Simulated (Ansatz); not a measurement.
# Starting-point dependence of the GW gap of SiO2 (I-42d)

Aim: G0W0 for SiO2 (I-42d) on several starting functionals, at one mesh, band count and screening cutoff.

Method: G0W0 on several functionals, plane waves, PAW, in Ansatz 0.2.0.

In doubt: masses and optical values from hybrid runs of this build are listed as unsure (step 4), which bears on the screening that GW takes from such a start.

## 1. The starting structure

Symmetry: I-42d, No. 122, tetragonal system. The conventional cell has a = 4.748 Å, b = 4.748 Å, c = 7.488 Å, α = 90.00°, β = 90.00°, γ = 90.00°. Si has 4 O at 1.62 Å nearest. Nearest to O lie 2 Si at 1.62 Å. Farther neighbours and most contacts between anions are not listed.

The cell and positions come from the Crystallography Open Database and are kept as given unless a step says otherwise.

## 2. G0W0 on LDA

Now the one-shot GW correction: screening in the RPA, then the self-energy of the levels asked for. This step takes PAW set soft_1 files.

This step: G0W0 on LDA, plane waves, PAW; PAW set soft_1.

Input file input.yaml:

```yaml
crystal:
  lattice:
    - [-2.37405, 2.37405, 3.744]
    - [2.37405, -2.37405, 3.744]
    - [2.37405, 2.37405, -3.744]
  atoms:
    - { symbol: Si, position: [0.0, 0.0, 0.0] }
    - { symbol: Si, position: [0.75, 0.25, 0.5] }
    - { symbol: O, position: [0.99838, 0.625, 0.87338] }
    - { symbol: O, position: [0.375, 0.24838, 0.37338] }
    - { symbol: O, position: [0.75162, 0.125, 0.12662] }
    - { symbol: O, position: [0.875, 0.00162, 0.62662] }
kpoints:
  mp_grid: { grid: [6, 6, 6] }
hamiltonian:
  xc: lda
  pseudopotentials: { kind: paw, azcp: { folder: soft_1 }, xc_functional: pbe }
scf:
  occupations: { method: fixed }
gw:
  n_empty_bands: 310
  ecut_chi: 138
  qp_bands: [v2, c2]
  qp_kpoints: band_edges
  screening: { model: contour_deformation }
```

Launch:

```sh
> ansatz run input.yaml --threads 3 --pin off --max-ram 92160MiB --backend cuda --events-out ev --progress --plain --runs-dir out --devices 1 --max-vram 13GiB
```

Numbers of over 12 decimals in the logs are rounded to 6 here.

Log:

```text
GPUs: using 1 of 1 available (devices: 1).
Engine: ansatz 0.2.0, x86_64-unknown-linux-gnu
Pseudopotentials: kind: paw
Pseudopotential: Si, paw, valence charge 4, recommended cutoff 420 eV (normal), soft_1/Si.paw.azcp
Pseudopotential: O, paw, valence charge 6, recommended cutoff 420 eV (normal), soft_1/O.paw.azcp
Functional definition: SPW92
  exchange = slater_x
  correlation = pw_c
device memory: the entry about to start is reckoned to put 0.9 GiB on a device that reports 59.7 GiB free (of which the cap on the GPU budget leaves the run 13.0 GiB)
GPU FFT provider: cuFFT
GPU libraries: cuBLAS 13.8.2, cuFFT 12.4.0, cuSOLVER 12.3.4
Crystal: 6 atoms, lattice volume = 84.406 Å³
Basis set: ecut = 420 eV, 1637 PW (Γ)
Bands: 22, of which v1, the nominal top of the filled ones, is band 16 counted from 1 (15 counted from 0)
Symmetry: 8 space group operations
Space group: I-42d (ITA 122), of the structure as read, at distance tolerance 4.4e-5 Å
k-points: 30 of 216 (time reversal used)
Non-local potential: Si, projectors of the file, l = 0: 2, l = 1: 2, l = 2: 1
Non-local potential: O, projectors of the file, l = 0: 2, l = 1: 2, l = 2: 1
PAW form: soft (Blöchl's): semilocal exchange-correlation on the pseudo side does not see the compensation charge
PAW frozen core: Si, regenerated for the run's functional, and the local potential with it (the file was generated under x = pbe(κ = 0.804, μ = 0.219515), c = pbe(β = 0.066725))
PAW frozen core: O, regenerated for the run's functional, and the local potential with it (the file was generated under x = pbe(κ = 0.804, μ = 0.219515), c = pbe(β = 0.066725))
PAW one-centre angular grid: Si, 110 points (default); XC on 64 Gauss nodes
PAW one-centre angular grid: O, 110 points (default); XC on 64 Gauss nodes
Initial density: superposition of atomic densities (chi_scale 0.1, normalization cell, long waves kept (reshape's long-wave potential 0.00 eV rms))
Initial wavefunctions: pseudopotential atomic-orbital guess
GPU buffer pool allocated for 46656 grid points (all kernels)
GPU transforms: local potential and band sums: pruned to the plane-wave sphere, on 36×36×36
Functional: x = slater, c = lda
SCF iter   1: F=—  HF=-3448.428092 eV  |F-HF|=—  |Δ(HF+E_count)|=         —  Δρ=1.17e-1  dr2=1.03e1  ethr=3.10e-3  ⟨swp⟩=5.0  Hψ=3327  notcnv=0  defer=99
preconditioner: auto → none  [insulator: Δε(μ)=7.286 eV  Ē_g=17.694 eV  n_scr=14 (ndim 8)  ℏωp=22.9 eV  f_vac=0.102  ε∞_Penn≈2.7]
SCF iter   2: F=—  HF=-3445.778693 eV  |F-HF|=—  |Δ(HF+E_count)|=    2.65e0  Δρ=6.32e-2  dr2=1.49e0  ethr=3.10e-3  ⟨swp⟩=3.9  Hψ=1917  notcnv=0  defer=86
SCF iter   3: F=—  HF=-3445.360618 eV  |F-HF|=—  |Δ(HF+E_count)|=   4.18e-1  Δρ=1.88e-2  dr2=1.34e-1  ethr=3.10e-3  ⟨swp⟩=2.1  Hψ=1349  notcnv=0  defer=76
SCF iter   4: F=—  HF=-3445.348511 eV  |F-HF|=—  |Δ(HF+E_count)|=   1.21e-2  Δρ=1.27e-3  dr2=5.84e-4  ethr=4.17e-4  ⟨swp⟩=2.6  Hψ=1041  notcnv=0  defer=119
SCF iter   5: F=—  HF=-3445.348788 eV  |F-HF|=—  |Δ(HF+E_count)|=   2.77e-4  Δρ=2.32e-4  dr2=1.28e-5  ethr=1.83e-6  ⟨swp⟩=2.2  Hψ=1078  notcnv=0  defer=119
SCF iter   6: F=—  HF=-3445.348800 eV  |F-HF|=—  |Δ(HF+E_count)|=   1.23e-5  Δρ=2.42e-5  dr2=2.98e-7  ethr=3.99e-8  ⟨swp⟩=2.7  Hψ=1185  notcnv=0  defer=82
SCF iter   7: F=-3445.348801 eV  HF=-3445.348801 eV  |F-HF|=3.97e-10  |Δ(HF+E_count)|=   8.09e-8  Δρ=1.78e-6  dr2=1.21e-9  ethr=3.13e-10  ⟨swp⟩=12.0  Hψ=3426  notcnv=0
SCF 1 converged in 7 iterations: F = -3445.348801 eV  dr2 = 1.21e-9
  greatest PAW one-centre occupation: 0.856 electrons in one spin orbital (limit 2), on the O atom at site 5 (counted from 0), in its partial waves of l = 0
device memory: the entry about to start is reckoned to put 1.0 GiB (of the 1.1 GiB reckoned in all, the device holds 0.1 GiB already) on a device that reports 59.7 GiB free (of which the cap on the GPU budget leaves the run 12.9 GiB)
NSCF: frozen V_eff on 30 k-points, pencils in batches of 32, up to order 88
the band table was solved once the SCF had ended and its energy, with any forces and stress, was formed, with the checks that follow a solve (3483 applications of the Hamiltonian). They found nothing against the state; the energy, forces and stress were not computed again (output.eigenvalues in the input reference)
device memory: the entry about to start is reckoned to put 5.3 GiB on a device that reports 59.6 GiB free (of which the cap on the GPU budget leaves the run 13.0 GiB)
NSCF: frozen V_eff on 30 k-points
G₀W₀ screening: q 1/30
[... further progress lines ...]
device memory: the entry about to start is reckoned to put 0.4 GiB on a device that reports 56.2 GiB free (of which the cap on the GPU budget leaves the run 13.0 GiB)
NSCF: frozen V_eff on 1 k-points
device memory: the entry about to start is reckoned to put 0.4 GiB on a device that reports 56.2 GiB free (of which the cap on the GPU budget leaves the run 13.0 GiB)
NSCF: frozen V_eff on 1 k-points
device memory: the entry about to start is reckoned to put 0.4 GiB on a device that reports 56.5 GiB free (of which the cap on the GPU budget leaves the run 13.0 GiB)
NSCF: frozen V_eff on 1 k-points
SCF converged after 7 iterations
Free energy (F): -3445.348801 eV
Harris-Foulkes:  -3445.348801 eV  (|F-HF|=3.97e-10)
Internal energy: -3445.348801 eV  (E = F + TS)
E sigma→0 (E₀):  -3445.348801 eV
Fermi energy:    0.804123 eV
--- Per-component energies (eV) ---
  E_band       = -181.126051
  E_kinetic    = 771.675226
  E_local      = -2183.365050  (includes V_loc(G=0)·N_el)
  E_nonlocal   = 263.900084
  E_hartree    = 807.170828
  E_xc         = -394.813820
  E_vxc        = -459.938404  (∫ρ·V_xc dr)
  E_paw        = -1581.775566  (= ΣΔE_a)
  E_vpaw       = -187.744137  (= ΣTr[D̂ρ^β])
  E_aug_tail   = 0.003432  (compensation charges beyond the density's cutoff)
  E_ewald      = -1128.700283
  E_core_change = 0.556347  (= ΣΔE_core)
  E_smearing   = -0.000000  (= −TS)
  E_closure    = -0.000000  (closes the sum)
  Σ components = -3445.348801   (vs F -3445.348801, Δ=0.00e0)
--- Band table (eV; the first three rows and the last of 30) ---
  k-point 0: bands = [... 12 lower, -0.5178, -0.2292, 0.8041, 0.8041, 6.6258, 9.2615, 11.8999, 11.8999, ... 2 higher]
  k-point 1: bands = [... 12 lower, -0.5315, -0.0641, 0.7542, 0.7589, 7.2631, 9.6885, 11.0781, 11.6682, ... 2 higher]
  k-point 2: bands = [... 12 lower, -0.3270, 0.1475, 0.6402, 0.6551, 8.6935, 10.5691, 10.5779, 10.9647, ... 2 higher]
  k-point 29: bands = [... 12 lower, -0.6973, -0.6973, 0.7012, 0.7012, 9.5984, 9.5984, 10.2797, 10.2797, ... 2 higher]
--- G₀W₀: contour deformation, 6 samples at zero and on the imaginary axis and 3 off it, 216 q-points, 310 empty bands' worth ---
  eigenvalues of the whole cell's RPA ε∞ on this k-mesh (on a slab, of 1 + 4πα/V) = 2.2439, 2.2439, 2.3025; static W/v taken at q = 0 is 0.441881
  bands read: the sum over 326 bands ends inside a degenerate multiplet in 1 slot, whose members it reads at an even weight; the widest, k=0: bands 326 to 327 (counted from 1) at 1/2 each
  gw.qp_kpoints: band_edges: 30 of 30 stored k-points solved, in 1 pass; an edge of the gap read off the rows below is read off those points alone
    ik  band        ε_KS         Σx   Σc(E_QP)       V_xc       Z   E_QP_lin       E_QP  E_QP is
     0    15      0.8041   -26.3173     4.1104   -20.5052  0.8020    -0.9229    -0.8975  root
     0    16      0.8041   -26.3173     4.1104   -20.5052  0.8020    -0.9229    -0.8975  root
     0    17      6.6258    -7.1692    -3.3101   -11.9672  0.8680     8.1252     8.1136  root
     0    18      9.2615    -5.6007    -3.8479   -11.2359  0.8627    11.0686    11.0488  root
     1    15      0.7542   -26.3298     4.1117   -20.5180  0.8019    -0.9712    -0.9458  root
     1    16      0.7589   -26.3117     4.1198   -20.4861  0.8018    -0.9724    -0.9468  root
     1    17      7.2631    -7.6636    -3.3311   -12.5578  0.8636     8.8395     8.8263  root
     1    18      9.6885    -5.8470    -3.9254   -11.6163  0.8596    11.5543    11.5324  root
     2    15      0.6402   -26.3494     4.1364   -20.5002  0.8014    -1.0987    -1.0726  root
     2    16      0.6551   -26.4632     4.1157   -20.6544  0.8016    -1.0631    -1.0380  root
     2    17      8.6935    -8.2181    -3.4889   -13.4473  0.8553    10.4524    10.4338  root
     2    18     10.5691    -7.8559    -4.1928   -14.1201  0.8524    12.6702    12.6404  root
     3    15      0.5736   -26.5526     4.1197   -20.7383  0.8015    -1.1461    -1.1209  root
     3    16      0.5736   -26.5526     4.1197   -20.7383  0.8015    -1.1461    -1.1209  root
     3    17     10.0505    -7.6438    -3.7111   -13.2097  0.8519    11.9289    11.9054  root
     3    18     10.0505    -7.6438    -3.7111   -13.2097  0.8519    11.9289    11.9054  root
     4    15      0.7596   -26.2535     4.1100   -20.4367  0.8020    -0.9727    -0.9471  root
     4    16      0.7682   -26.3451     4.1163   -20.5275  0.8018    -0.9585    -0.9331  root
     4    17      7.0811    -7.4954    -3.3223   -12.3557  0.8651     8.6319     8.6192  root
     4    18      9.5374    -5.8064    -3.8758   -11.5006  0.8606    11.3768    11.3558  root
     5    15      0.6422   -26.3766     4.1229   -20.5506  0.8013    -1.0864    -1.0607  root
     5    16      0.6997   -26.2313     4.1182   -20.4012  0.8019    -1.0381    -1.0121  root
     5    17      8.1155    -8.0037    -3.4334   -13.1079  0.8588     9.8025     9.7863  root
     5    18     10.2247    -6.0873    -3.9617   -11.9332  0.8565    12.1329    12.1089  root
[...]
28    15      0.6137   -26.3240     4.1254   -20.4943  0.8013    -1.1164    -1.0906  root
    28    16      0.6137   -26.3240     4.1254   -20.4943  0.8013    -1.1164    -1.0906  root
    28    17      9.8817    -7.8143    -3.7458   -13.4355  0.8514    11.7809    11.7570  root
    28    18      9.8817    -7.8143    -3.7458   -13.4355  0.8514    11.7809    11.7570  root
    29    15      0.7012   -26.4322     4.1156   -20.6274  0.8016    -1.0131    -0.9880  root
    29    16      0.7012   -26.4322     4.1156   -20.6274  0.8016    -1.0131    -0.9880  root
    29    17      9.5984    -7.4282    -3.5431   -12.7363  0.8547    11.3837    11.3633  root
    29    18      9.5984    -7.4282    -3.5431   -12.7363  0.8547    11.3837    11.3633  root
```

Wall time 90 s (1 × NVIDIA H100 80GB HBM3 (shared by 6 runs) with 3 threads of AMD EPYC 7R13 (Zen 3), shared host); peak memory 1.9 GiB.

In the SCF lines HF is the Harris–Foulkes energy and dr2 the Hartree energy of the density residual, in eV; the loop may stop once dr2 is under the threshold and the program's other checks hold. Hψ counts applications of the Hamiltonian.

Numbers from this step:

```yaml
bands_summed: 326
rpa_eps_infinity_on_this_mesh_eigenvalues: 2.244, 2.244, 2.303
plane_waves_in_the_screening_matrix: 315
q_points_in_the_mesh: 216
g0w0_gap_on_the_mesh: 9.011 eV
k_of_the_valence_top: 0, 0, 0
k_of_the_conduction_bottom: 0, 0, 0
starting_gap_on_the_mesh: 5.822 eV
z_at_the_valence_top: 0.8020
z_at_the_conduction_bottom: 0.8680
least_direct_g0w0_gap_on_the_computed_points: 9.011 eV
```

The gap on the mesh goes from 5.82 eV to 9.01 eV, a correction of +3.19 eV. Between the two edge states, bare exchange in place of the xc potential would open the gap by 10.61 eV, and correlation takes back 7.42 eV.

## 3. G0W0 on r2SCAN

One-shot GW remembers its start. Another functional's orbitals and levels show by how much.

This step: G0W0 on r2SCAN, plane waves, PAW; PAW set soft_1.

Changes to input.yaml since step 2:

```diff
@@ -15,4 +15,4 @@
 hamiltonian:
-  xc: lda
-  pseudopotentials: { kind: paw, azcp: { folder: soft_1 }, xc_functional: pbe }
+  xc: r2scan
+  pseudopotentials: { kind: paw, azcp: { folder: soft_1 } }
 scf:
```

Log:

```text
GPUs: using 1 of 1 available (devices: 1).
[...]
GPU FFT provider: cuFFT
GPU libraries: cuBLAS 13.8.2, cuFFT 12.4.0, cuSOLVER 12.3.4
Crystal: 6 atoms, lattice volume = 84.406 Å³
Basis set: ecut = 500 eV, 2141 PW (Γ), exchange–correlation on 160×160×160 points (64 copies of the dense FFT grid, shifted against one another)
Bands: 22, of which v1, the nominal top of the filled ones, is band 16 counted from 1 (15 counted from 0)
[... 1 set-up line as in the run before ...]
[...]
k-points: 30 of 216 (time reversal used)
[...]
GPU buffer pool allocated for 64000 grid points (all kernels)
[...]
SCF iter   1: F=—  HF=-3562.487185 eV  |F-HF|=—  |Δ(HF+E_count)|=         —  Δρ=1.22e-1  dr2=1.16e1  dr2_τ=1.34e0  ethr=3.10e-3  ⟨swp⟩=5.0  Hψ=3305  notcnv=0  defer=93
[...]
SCF iter   8: F=-3560.118589 eV  HF=-3560.118589 eV  |F-HF|=6.05e-11  |Δ(HF+E_count)|=   3.94e-8  Δρ=6.82e-7  dr2=2.47e-10  dr2_τ=3.84e-11  ethr=3.13e-10  ⟨swp⟩=12.0  Hψ=3487  notcnv=0
SCF 1 converged in 8 iterations: F = -3560.118589 eV  dr2 = 2.47e-10
[...]
NSCF: frozen V_eff on 30 k-points, pencils in batches of 32, up to order 88
[...]
NSCF: frozen V_eff on 30 k-points
G₀W₀ screening: q 1/30
[... further progress lines ...]
[...]
SCF converged after 8 iterations
Free energy (F): -3560.118589 eV
[...]
Internal energy: -3560.118589 eV  (E = F + TS)
E sigma→0 (E₀):  -3560.118589 eV
Fermi energy:    0.679024 eV
[...]
--- Band table (eV; the first three rows and the last of 30) ---
  k-point 0: bands = [... 12 lower, -0.6460, -0.3750, 0.6790, 0.6790, 7.3789, 10.2208, 13.0175, 13.0175, ... 2 higher]
  k-point 1: bands = [... 12 lower, -0.6544, -0.2007, 0.6274, 0.6321, 8.0286, 10.6665, 12.1827, 12.7954, ... 2 higher]
  k-point 2: bands = [... 12 lower, -0.4520, 0.0107, 0.5091, 0.5239, 9.5127, 11.6187, 11.6385, 11.9458, ... 2 higher]
  k-point 29: bands = [... 12 lower, -0.8474, -0.8474, 0.5725, 0.5725, 10.4593, 10.4593, 11.2491, 11.2491, ... 2 higher]
[...]
0    15      0.6790   -26.4393     3.8804   -20.9473  0.8200    -0.9515    -0.9325  root
     0    16      0.6790   -26.4393     3.8804   -20.9473  0.8200    -0.9515    -0.9325  root
     0    17      7.3789    -6.7009    -3.0905   -10.8818  0.8827     8.4743     8.4692  root
     0    18     10.2208    -5.2826    -3.5216    -9.9738  0.8775    11.3972    11.3905  root
     1    15      0.6274   -26.4497     3.8808   -20.9590  0.8199    -1.0015    -0.9825  root
     1    16      0.6321   -26.4309     3.8882   -20.9270  0.8198    -1.0028    -0.9836  root
     1    17      8.0286    -7.1326    -3.1025   -11.3961  0.8791     9.1955     9.1895  root
     1    18     10.6665    -5.5083    -3.5837   -10.3100  0.8748    11.8921    11.8845  root
[...]
29    15      0.5725   -26.5389     3.8869   -21.0502  0.8196    -1.0482    -1.0293  root
    29    16      0.5725   -26.5389     3.8869   -21.0502  0.8196    -1.0482    -1.0293  root
    29    17     10.4593    -6.8854    -3.2420   -11.4047  0.8716    11.7450    11.7366  root
    29    18     10.4593    -6.8854    -3.2420   -11.4047  0.8716    11.7450    11.7366  root
```

Elapsed: 2 min, on 1 × NVIDIA H100 80GB HBM3 (shared by 6 runs) with 3 threads; peak memory 2.1 GiB; 3.5 min of CPU time.

This step gave:

| Item | Value |
| --- | --- |
| bands summed | 326 |
| RPA ε∞ on this mesh (eigenvalues) | 2.079, 2.079, 2.125 |
| plane waves in the screening matrix | 315 |
| q-points in the mesh | 216 |
| G0W0 gap on the mesh | 9.402 eV |
| k of the valence top | 0, 0, 0 |
| k of the conduction bottom | 0, 0, 0 |
| starting gap on the mesh | 6.700 eV |
| Z at the valence top | 0.8200 |
| Z at the conduction bottom | 0.8827 |
| least direct G0W0 gap on the computed points | 9.402 eV |

Against the run with 6×6×6 mesh, 310 empty bands, screening to 138 eV, PAW set soft_1 files on LDA, the gap moves by +0.39 eV, while the start moved by +0.88 eV.

## 4. G0W0 on HSE06

This step: G0W0 on HSE06, plane waves, PAW; PAW set soft_1.

Changes to input.yaml since step 3:

```diff
@@ -15,3 +15,3 @@
 hamiltonian:
-  xc: r2scan
+  xc: hse06
   pseudopotentials: { kind: paw, azcp: { folder: soft_1 } }
```

Log:

```text
GPUs: using 1 of 1 available (devices: 1).
[...]
davidson cushion auto → on  (no smearing: the cushion is to keep the highest requested band from converging to the state above it; pin scf.eigensolver.cushion to override)
[...]
GPU FFT provider: cuFFT
GPU libraries: cuBLAS 13.8.2, cuFFT 12.4.0, cuSOLVER 12.3.4
Crystal: 6 atoms, lattice volume = 84.406 Å³
Basis set: ecut = 420 eV, 1637 PW (Γ)
[...]
1    17      8.3223    -6.9671    -2.9977   -10.9433  0.8892     9.3044     9.3009  root
     1    18     10.9055    -5.4380    -3.4736   -10.0368  0.8852    12.0361    12.0307  root
[...]
29    15     -0.3144   -26.5564     3.6070   -21.9075  0.8339    -1.3627    -1.3563  root
    29    16     -0.3144   -26.5564     3.6070   -21.9075  0.8339    -1.3627    -1.3563  root
    29    17     10.7691    -6.6506    -3.1153   -10.8404  0.8830    11.8485    11.8436  root
    29    18     10.7691    -6.6506    -3.1153   -10.8404  0.8830    11.8485    11.8436  root
[key lines of the parts left out:]
Free energy (F): -3548.825043 eV
Fermi energy:    -0.207636 eV
```

Elapsed: 2.4 min, on 1 × NVIDIA H100 80GB HBM3 (shared by 6 runs) with 3 threads; peak memory 2.4 GiB.

Numbers from this step:

```
bands summed                                 : 326
RPA ε∞ on this mesh (eigenvalues)            : 1.986, 1.986, 2.026
plane waves in the screening matrix          : 315
G0W0 gap on the mesh                         : 9.845 eV
k of the valence top                         : 0, 0, 0
k of the conduction bottom                   : 0, 0, 0
starting gap on the mesh                     : 7.875 eV
least direct G0W0 gap on the computed points : 9.845 eV
```

Against the run with 6×6×6 mesh, 310 empty bands, screening to 138 eV, PAW set soft_1 files on r2SCAN, the gap moves by +0.44 eV, while the start moved by +1.17 eV.

## 5. Side by side

All on the 6×6×6 mesh with 310 empty bands and screening to 138 eV. Times are wall times on 1 × NVIDIA H100 80GB HBM3 (shared by 6 runs) with 3 threads of AMD EPYC 7R13 (Zen 3), shared host, good to a factor of about two.

```tsv
start	starting gap (eV)	shift (eV)	G0W0 gap (eV)	RPA ε∞ (harmonic mean)	Z (valence, conduction)	time
LDA	5.82	+3.19	9.01	2.26	0.80, 0.87	90 s
r2SCAN	6.70	+2.70	9.40	2.09	0.82, 0.88	2 min
HSE06	7.87	+1.97	9.84	2.00	0.83, 0.89	2.4 min
```

The parts of the quasiparticle energy at the two band edges (eV; QP = start + Σx + Σc − Vxc):

```tsv
run	edge	start	Σx	Σc	Vxc	Z	QP
LDA	valence top	0.80	-26.32	4.11	-20.51	0.80	-0.90
LDA	conduction bottom	6.63	-7.17	-3.31	-11.97	0.87	8.11
r2SCAN	valence top	0.68	-26.44	3.88	-20.95	0.82	-0.93
r2SCAN	conduction bottom	7.38	-6.70	-3.09	-10.88	0.88	8.47
HSE06	valence top	-0.21	-26.46	3.60	-21.81	0.83	-1.26
HSE06	conduction bottom	7.67	-6.59	-2.98	-10.50	0.89	8.59
```

For a hybrid start, Vxc holds its share of exact exchange.

## 6. Summary of results

```
G0W0@LDA     : 9.01 eV (start 5.82 eV)
G0W0@r2SCAN  : 9.40 eV (start 6.70 eV)
G0W0@HSE06   : 9.84 eV (start 7.87 eV)
known limits : not at the basis limit
```

In words: The starting gaps span 2.05 eV and the G0W0 gaps 0.83 eV. Between LDA and HSE06, 0.83 eV of the 2.05 eV survives, 41 %. HSE06 screens less than LDA (ε∞ 2.00 against 2.26). Of the 0.83 eV by which its G0W0 gap is higher, the correlation part gives +0.83 eV, and exchange with the one-particle terms, which follow the orbitals, +0.002 eV. The smallest correction, +1.97 eV, is on HSE06, the start nearest to reproducing itself. Bands and cutoff are finite, so the gap is not at the basis limit. The miss can reach some tenths of an eV and take either sign; the mesh is an error of its own.

[Paths, hosts, dates, memory and timing lines, banners, echoed tables and standing remarks are left out of the program output.]

[Logs are printed without paths, hosts, clocks, repeated set-up lines and the standing remarks that a program may print on its own settings, such as how far it seeks lower states.]

[Runs of the session that timed out or met a known fault of the program may be left out.]

[Cells called generated may have been cut or substituted from an entry of the Crystallography Open Database or the Materials Project.]

[Hosts, paths, dates, database ids (printed as entryN), source tags and the programs' standing remarks are cut or masked in the printed files.]
